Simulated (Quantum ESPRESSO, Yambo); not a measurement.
# Quasiparticle gap of Te2Mo (P6_3/mmc) in Yambo, part 2 of 3

Wanted: ground state, empty states, screening and self-energy for Te2Mo (P6_3/mmc).

Quantum ESPRESSO 7.5 and Yambo 5.3.0; PBE and many-body steps on it, plane waves. Known limits of the many-body steps: not at the basis limit; no spin-orbit coupling; coarse k mesh.

So far. Step 2 (Ground state): The gap is indirect, with the least direct gap 0.21 eV higher.

## 3. Bands along the symmetry lines

Level of this step: DFT, PBE, plane waves, norm-conserving pseudopotentials (Quantum ESPRESSO).

Levels along a band path, at the cheap level, show where the edges lie and whether the meshes to come will hold them.

The input, pw.in:

```
&control
  calculation = 'bands'
  prefix = 'x'
  outdir = 'o'
  pseudo_dir = 'pseudo'
/
&system
  ibrav = 0
  nat = 6
  ntyp = 2
  ecutwfc = 88.0
  nbnd = 68
  force_symmorphic = .true.
/
&electrons
  conv_thr = 1e-9
  electron_maxstep = 80
  diago_full_acc = .true.
  diago_thr_init = 5e-6
/
ATOMIC_SPECIES
  Te 127.6 Te.upf
  Mo 95.95 Mo.upf
CELL_PARAMETERS angstrom
  3.5182000000 -0.0000000000 0.0000000000
  -1.7591000000 3.0468505756 0.0000000000
  0.0000000000 0.0000000000 13.9736000000
ATOMIC_POSITIONS crystal
  Te 0.3333333333 0.6666666667 0.6210000000
  Te 0.6666666667 0.3333333333 0.1210000000
  Te 0.3333333333 0.6666666667 0.8790000000
  Te 0.6666666667 0.3333333333 0.3790000000
  Mo 0.3333333333 0.6666666667 0.2500000000
  Mo 0.6666666667 0.3333333333 0.7500000000
K_POINTS crystal
  75
  0.00000000 0.00000000 0.00000000 1
  0.06250000 0.00000000 0.00000000 1
  0.12500000 0.00000000 0.00000000 1
  0.18750000 0.00000000 0.00000000 1
  0.25000000 0.00000000 0.00000000 1
  0.31250000 0.00000000 0.00000000 1
  0.37500000 0.00000000 0.00000000 1
  0.43750000 0.00000000 0.00000000 1
  0.50000000 0.00000000 0.00000000 1
  0.47916667 0.04166667 0.00000000 1
  0.45833333 0.08333333 0.00000000 1
  0.43750000 0.12500000 0.00000000 1
  0.41666666 0.16666666 0.00000000 1
  0.39583333 0.20833333 0.00000000 1
  0.37500000 0.25000000 0.00000000 1
  0.35416666 0.29166666 0.00000000 1
  0.33333333 0.33333333 0.00000000 1
  0.29166666 0.29166666 0.00000000 1
  0.25000000 0.25000000 0.00000000 1
  0.20833333 0.20833333 0.00000000 1
  0.16666666 0.16666666 0.00000000 1
  0.12500000 0.12500000 0.00000000 1
  0.08333333 0.08333333 0.00000000 1
  0.04166667 0.04166667 0.00000000 1
  0.00000000 0.00000000 0.00000000 1
  0.00000000 0.00000000 0.06250000 1
  0.00000000 0.00000000 0.12500000 1
  0.00000000 0.00000000 0.18750000 1
  0.00000000 0.00000000 0.25000000 1
  0.00000000 0.00000000 0.31250000 1
  0.00000000 0.00000000 0.37500000 1
  0.00000000 0.00000000 0.43750000 1
  0.00000000 0.00000000 0.50000000 1
  0.06250000 0.00000000 0.50000000 1
  0.12500000 0.00000000 0.50000000 1
  0.18750000 0.00000000 0.50000000 1
  0.25000000 0.00000000 0.50000000 1
  0.31250000 0.00000000 0.50000000 1
  0.37500000 0.00000000 0.50000000 1
  0.43750000 0.00000000 0.50000000 1
  0.50000000 0.00000000 0.50000000 1
  0.47916667 0.04166667 0.50000000 1
  0.45833333 0.08333333 0.50000000 1
  0.43750000 0.12500000 0.50000000 1
  0.41666666 0.16666666 0.50000000 1
  0.39583333 0.20833333 0.50000000 1
  0.37500000 0.25000000 0.50000000 1
  0.35416666 0.29166666 0.50000000 1
  0.33333333 0.33333333 0.50000000 1
  0.29166666 0.29166666 0.50000000 1
  0.25000000 0.25000000 0.50000000 1
  0.20833333 0.20833333 0.50000000 1
  0.16666666 0.16666666 0.50000000 1
  0.12500000 0.12500000 0.50000000 1
  0.08333333 0.08333333 0.50000000 1
  0.04166667 0.04166667 0.50000000 1
  0.00000000 0.00000000 0.50000000 1
  0.50000000 0.00000000 0.50000000 1
  0.50000000 0.00000000 0.43750000 1
  0.50000000 0.00000000 0.37500000 1
  0.50000000 0.00000000 0.31250000 1
  0.50000000 0.00000000 0.25000000 1
  0.50000000 0.00000000 0.18750000 1
  0.50000000 0.00000000 0.12500000 1
  0.50000000 0.00000000 0.06250000 1
  0.50000000 0.00000000 0.00000000 1
  0.33333333 0.33333333 0.50000000 1
  0.33333333 0.33333333 0.43750000 1
  0.33333333 0.33333333 0.37500000 1
  0.33333333 0.33333333 0.31250000 1
  0.33333333 0.33333333 0.25000000 1
  0.33333333 0.33333333 0.18750000 1
  0.33333333 0.33333333 0.12500000 1
  0.33333333 0.33333333 0.06250000 1
  0.33333333 0.33333333 0.00000000 1
```

The run is started by

```console
OMP_NUM_THREADS=1 mpirun -n 8 pw.x -nk 8 -in pw.in > pw.out
```

The program printed:

```text
[banner, memory and clock lines left out]
Program PWSCF v.7.5 starts

     Atomic positions and unit cell read from directory:
     o/x.save/

     Message from routine setup:
     using ibrav=0 with symmetry is DISCOURAGED, use correct ibrav instead

     G-vector sticks info

     bravais-lattice index     =            0
     lattice parameter (alat)  =       6.6484  a.u.
     unit-cell volume          =    1010.8264 (a.u.)^3
     number of atoms/cell      =            6
     number of atomic types    =            2
     number of electrons       =       124.00
     number of Kohn-Sham states=           68
     kinetic-energy cutoff     =      88.0000  Ry
     charge density cutoff     =     352.0000  Ry
     Exchange-correlation= PBE
                           (   1   4   3   4   0   0   0)

     celldm(1)=   6.648434  celldm(2)=   0.000000  celldm(3)=   0.000000
     celldm(4)=   0.000000  celldm(5)=   0.000000  celldm(6)=   0.000000

     crystal axes: (cart. coord. in units of alat)
               a(1) = (   1.000000  -0.000000   0.000000 )
               a(2) = (  -0.500000   0.866025   0.000000 )
               a(3) = (   0.000000   0.000000   3.971804 )

     reciprocal axes: (cart. coord. in units 2 pi/alat)
               b(1) = (  1.000000  0.577350 -0.000000 )
               b(2) = (  0.000000  1.154701 -0.000000 )
               b(3) = ( -0.000000 -0.000000  0.251775 )
     Pseudo is Norm-conserving + core correction, Zval = 24.0
     Generated using ONCVPSP code by D. R. Hamann
     Using radial grid of 1294 points,  8 beta functions with:
     Pseudo is Norm-conserving + core correction, Zval = 14.0
     Generated using ONCVPSP code by D. R. Hamann
     Using radial grid of 1640 points,  6 beta functions with:
     Te               24.00   127.60000     Te( 1.00)
     Mo               14.00    95.95000     Mo( 1.00)

     12 Sym. Ops., with inversion, found

   Cartesian axes

     site n.     atom                  positions (alat units)
         1        Te     tau(   1) = (  -0.0000000   0.5773503   2.4664901  )
         2        Te     tau(   2) = (   0.5000000   0.2886751   0.4805883  )
         3        Te     tau(   3) = (  -0.0000000   0.5773503   3.4912155  )
         4        Te     tau(   4) = (   0.5000000   0.2886751   1.5053136  )
         5        Mo     tau(   5) = (  -0.0000000   0.5773503   0.9929509  )
         6        Mo     tau(   6) = (   0.5000000   0.2886751   2.9788528  )

     number of k points=    75
                       cart. coord. in units 2pi/alat
        k(    1) = (   0.0000000   0.0000000   0.0000000), wk =   0.0266667
        k(    2) = (   0.0625000   0.0360844   0.0000000), wk =   0.0266667
        k(    3) = (   0.1250000   0.0721688   0.0000000), wk =   0.0266667
[...]
[... 63 further rows ...]
        k(   74) = (   0.3333333   0.5773503   0.0157359), wk =   0.0266667
        k(   75) = (   0.3333333   0.5773503   0.0000000), wk =   0.0266667

     Dense  grid:   112681 G-vectors     FFT dimensions: (  40,  40, 160)

     The potential is recalculated from file :
     o/x.save/charge-density

     Starting wfcs are   72 randomized atomic wfcs

     Band Structure Calculation

     End of band structure calculation

          k = 0.0000 0.0000 0.0000 ( 14059 PWs)   bands (ev):

  -145.4667-145.4667-145.4667-145.4667 -95.5147 -95.5147 -95.5147 -95.5147
   -95.5147 -95.5147 -95.5147 -95.5147 -95.4505 -95.4505 -95.4505 -95.4505
   -46.9270 -46.9270 -22.8215 -22.8215 -22.8206 -22.8206 -22.8094 -22.8094
   -22.8091 -22.8091 -22.7605 -22.7605 -22.7596 -22.7596 -22.7496 -22.7496
[...]
16.9399  16.9400  17.0299  17.0303

          k = 0.0625 0.0361 0.0000 ( 14023 PWs)   bands (ev):

  -145.4667-145.4667-145.4667-145.4667 -95.5147 -95.5147 -95.5147 -95.5147
[...]
16.7649  16.8327  16.8925  16.9324

          k = 0.1250 0.0722 0.0000 ( 14025 PWs)   bands (ev):

  -145.4667-145.4667-145.4667-145.4667 -95.5148 -95.5148 -95.5147 -95.5147
[...]
16.2545  16.3080  16.5579  16.8810

[...]
k = 0.3333 0.5774 0.0157 ( 14109 PWs)   bands (ev):

  -145.4667-145.4667-145.4667-145.4667 -95.5149 -95.5149 -95.5149 -95.5149
[...]
15.0756  16.0642  16.2143  16.2144

          k = 0.3333 0.5774 0.0000 ( 14094 PWs)   bands (ev):

  -145.4667-145.4667-145.4667-145.4667 -95.5149 -95.5149 -95.5149 -95.5149
[...]
9.0226   9.2282   9.2282   9.2649   9.6901  10.0186  10.5457  10.5457
    10.7788  10.7788  12.0666  12.0666  13.5982  13.8375  14.8757  14.8757
    15.0665  16.0769  16.2117  16.2117

     XML data file, pseudopotentials, collected wavefunctions
```

The job ended after 50 s (8 MPI ranks of Arm Neoverse V2, shared host; peak memory 1.5 GiB).

This step gave:

| Item | Value |
| --- | --- |
| gap | 0.7291 eV |
| k of the valence top | 0, 0, 0 |
| k of the conduction bottom | 0.2083, 0.2083, 0 |
| least direct gap | 1.038 eV |

The gap is 0.729 eV, −0.099 eV from the run before at this level.

Electronic bands along the path, in eV, zero at the top of the highest filled band:

| point | band 59 | band 60 | band 61 | band 62 | band 63 | band 64 | band 65 | band 66 |
| --- | --- | --- | --- | --- | --- | --- | --- | --- |
| Γ | -1.01 | -1.01 | -0.33 | 0.00 | 2.91 | 2.91 | 3.04 | 3.04 |
| halfway | -1.14 | -1.08 | -0.90 | -0.84 | 1.19 | 1.78 | 1.87 | 1.94 |
| M | -1.01 | -0.95 | -0.60 | -0.31 | 1.27 | 1.33 | 1.46 | 1.79 |
| halfway | -1.94 | -1.63 | -0.51 | -0.26 | 1.19 | 1.32 | 1.76 | 1.80 |
| K | -1.83 | -1.83 | -0.30 | -0.06 | 0.97 | 0.97 | 1.17 | 2.18 |
| halfway | -1.10 | -0.83 | -0.82 | -0.67 | 0.83 | 1.57 | 1.59 | 1.60 |
| Γ | -1.01 | -1.01 | -0.33 | 0.00 | 2.91 | 2.91 | 3.04 | 3.04 |
| halfway | -1.02 | -1.02 | -0.21 | -0.02 | 2.91 | 2.91 | 2.99 | 2.99 |
| A | -1.03 | -1.03 | -0.08 | -0.08 | 2.94 | 2.94 | 2.94 | 2.94 |
| halfway | -1.18 | -1.18 | -0.88 | -0.88 | 1.46 | 1.46 | 2.01 | 2.01 |
| L | -0.96 | -0.96 | -0.46 | -0.46 | 1.29 | 1.29 | 1.64 | 1.64 |
| halfway | -1.89 | -1.89 | -0.38 | -0.38 | 1.27 | 1.27 | 1.81 | 1.81 |
| H | -2.00 | -2.00 | -0.21 | -0.21 | 0.98 | 0.98 | 1.63 | 1.63 |
| halfway | -1.08 | -1.08 | -0.72 | -0.72 | 1.12 | 1.12 | 1.72 | 1.72 |
| A | -1.03 | -1.03 | -0.08 | -0.08 | 2.94 | 2.94 | 2.94 | 2.94 |
| jump to L | -0.96 | -0.96 | -0.46 | -0.46 | 1.29 | 1.29 | 1.64 | 1.64 |
| halfway | -0.99 | -0.96 | -0.56 | -0.35 | 1.28 | 1.32 | 1.52 | 1.75 |
| M | -1.01 | -0.95 | -0.60 | -0.31 | 1.27 | 1.33 | 1.46 | 1.79 |
| jump to H | -2.00 | -2.00 | -0.21 | -0.21 | 0.98 | 0.98 | 1.63 | 1.63 |
| halfway | -1.91 | -1.91 | -0.28 | -0.11 | 0.98 | 0.98 | 1.30 | 2.00 |
| K | -1.83 | -1.83 | -0.30 | -0.06 | 0.97 | 0.97 | 1.17 | 2.18 |

## 4. Empty states on the mesh, 3×3×1 mesh, 182 bands

The sums over transitions need many empty states on a uniform mesh; this step solves for them.

The input, pw.in:

```
&control
  calculation = 'nscf'
  prefix = 'x'
  outdir = 'o'
  pseudo_dir = 'pseudo'
/
&system
  ibrav = 0
  nat = 6
  ntyp = 2
  ecutwfc = 88.0
  nbnd = 182
  force_symmorphic = .true.
/
&electrons
  conv_thr = 1e-9
  electron_maxstep = 80
  diago_full_acc = .true.
  diago_thr_init = 5e-6
/
ATOMIC_SPECIES
  Te 127.6 Te.upf
  Mo 95.95 Mo.upf
CELL_PARAMETERS angstrom
  3.5182000000 -0.0000000000 0.0000000000
  -1.7591000000 3.0468505756 0.0000000000
  0.0000000000 0.0000000000 13.9736000000
ATOMIC_POSITIONS crystal
  Te 0.3333333333 0.6666666667 0.6210000000
  Te 0.6666666667 0.3333333333 0.1210000000
  Te 0.3333333333 0.6666666667 0.8790000000
  Te 0.6666666667 0.3333333333 0.3790000000
  Mo 0.3333333333 0.6666666667 0.2500000000
  Mo 0.6666666667 0.3333333333 0.7500000000
K_POINTS automatic
  3 3 1 0 0 0
```

The run is started by

```console
OMP_NUM_THREADS=1 mpirun -n 8 pw.x -nk 4 -in pw.in > pw.out
```

The program printed:

```text
[banner, memory and clock lines left out]
Program PWSCF v.7.5 starts

     Atomic positions and unit cell read from directory:
     o/x.save/

     Message from routine setup:
     using ibrav=0 with symmetry is DISCOURAGED, use correct ibrav instead

     Message from routine divide_et_impera:
     suboptimal parallelization: some nodes have no k-points

     bravais-lattice index     =            0
     lattice parameter (alat)  =       6.6484  a.u.
     unit-cell volume          =    1010.8264 (a.u.)^3
     number of atoms/cell      =            6
     number of atomic types    =            2
     number of electrons       =       124.00
     number of Kohn-Sham states=          182
     kinetic-energy cutoff     =      88.0000  Ry
     charge density cutoff     =     352.0000  Ry
     Exchange-correlation= PBE
                           (   1   4   3   4   0   0   0)

     celldm(1)=   6.648434  celldm(2)=   0.000000  celldm(3)=   0.000000
     celldm(4)=   0.000000  celldm(5)=   0.000000  celldm(6)=   0.000000

     crystal axes: (cart. coord. in units of alat)
               a(1) = (   1.000000  -0.000000   0.000000 )
               a(2) = (  -0.500000   0.866025   0.000000 )
               a(3) = (   0.000000   0.000000   3.971804 )

     reciprocal axes: (cart. coord. in units 2 pi/alat)
               b(1) = (  1.000000  0.577350 -0.000000 )
               b(2) = (  0.000000  1.154701 -0.000000 )
               b(3) = ( -0.000000 -0.000000  0.251775 )
     Pseudo is Norm-conserving + core correction, Zval = 24.0
     Generated using ONCVPSP code by D. R. Hamann
     Using radial grid of 1294 points,  8 beta functions with:
     Pseudo is Norm-conserving + core correction, Zval = 14.0
     Generated using ONCVPSP code by D. R. Hamann
     Using radial grid of 1640 points,  6 beta functions with:
     Te               24.00   127.60000     Te( 1.00)
     Mo               14.00    95.95000     Mo( 1.00)

     12 Sym. Ops., with inversion, found

   Cartesian axes

     site n.     atom                  positions (alat units)
         1        Te     tau(   1) = (  -0.0000000   0.5773503   2.4664901  )
         2        Te     tau(   2) = (   0.5000000   0.2886751   0.4805883  )
         3        Te     tau(   3) = (  -0.0000000   0.5773503   3.4912155  )
         4        Te     tau(   4) = (   0.5000000   0.2886751   1.5053136  )
         5        Mo     tau(   5) = (  -0.0000000   0.5773503   0.9929509  )
         6        Mo     tau(   6) = (   0.5000000   0.2886751   2.9788528  )

     number of k points=     3
                       cart. coord. in units 2pi/alat
        k(    1) = (   0.0000000   0.0000000   0.0000000), wk =   0.2222222
        k(    2) = (   0.0000000   0.3849002   0.0000000), wk =   1.3333333
        k(    3) = (   0.3333333   0.5773503   0.0000000), wk =   0.4444444

     Dense  grid:   112681 G-vectors     FFT dimensions: (  40,  40, 160)

     The potential is recalculated from file :
     o/x.save/charge-density

     Starting wfcs are   72 randomized atomic wfcs +  110 random wfcs

     Band Structure Calculation

     End of band structure calculation

          k = 0.0000 0.0000 0.0000 ( 14059 PWs)   bands (ev):

  -145.4667-145.4667-145.4667-145.4667 -95.5147 -95.5147 -95.5147 -95.5147
   -95.5147 -95.5147 -95.5147 -95.5147 -95.4505 -95.4505 -95.4505 -95.4505
   -46.9270 -46.9270 -22.8215 -22.8215 -22.8206 -22.8206 -22.8094 -22.8094
   -22.8091 -22.8091 -22.7605 -22.7605 -22.7596 -22.7596 -22.7496 -22.7496
[...]
[... 11 further rows ...]
[...]
53.0008  53.0008  53.0192  53.0192  53.0343  53.0343

          k = 0.0000 0.3849 0.0000 ( 14113 PWs)   bands (ev):

  -145.4667-145.4667-145.4667-145.4667 -95.5149 -95.5149 -95.5148 -95.5148
[...]
[... 11 further rows ...]
[...]
52.5092  52.6145  52.6796  53.1234  53.1845  53.7865

          k = 0.3333 0.5774 0.0000 ( 14094 PWs)   bands (ev):

  -145.4667-145.4667-145.4667-145.4667 -95.5149 -95.5149 -95.5149 -95.5149
[...]
19.1512  19.7453  21.7381  22.2567  22.2567  23.5556  23.5556  23.8736
     [... 11 further rows ...]
    48.6273  49.0150  49.0433  49.1662  50.3709  50.3709  50.4808  50.4808
    51.7525  51.8918  52.2842  52.2842  52.9717  52.9721

     highest occupied, lowest unoccupied level (ev):    13.9010   14.8757

     XML data file, pseudopotentials, collected wavefunctions
```

It took 24 s on 8 MPI ranks; peak memory 1.2 GiB.

This step gave:

- gap: 0.9746 eV
- k of the valence top: 0, 0, 0
- k of the conduction bottom: 0.3333, 0.3333, 0
- least direct gap: 1.038 eV
- k points computed: 3
- lowest point of the top converged band, above the valence top: 39.07 eV

On this mesh the gap is 0.975 eV. The earlier step found 0.829 eV, so this mesh misses an edge.

[end of part 2 of 3]

[Paths, hosts, dates, memory and timing lines, banners, echoed tables and standing remarks are left out of the program output.]

[Logs are printed without paths, hosts, clocks, repeated set-up lines and the standing remarks that a program may print on its own settings, such as how far it seeks lower states.]

[Runs of the session that timed out or met a known fault of the program may be left out.]

[Hosts, paths, dates, database ids (printed as entryN), source tags and the programs' standing remarks are cut or masked in the printed files.]
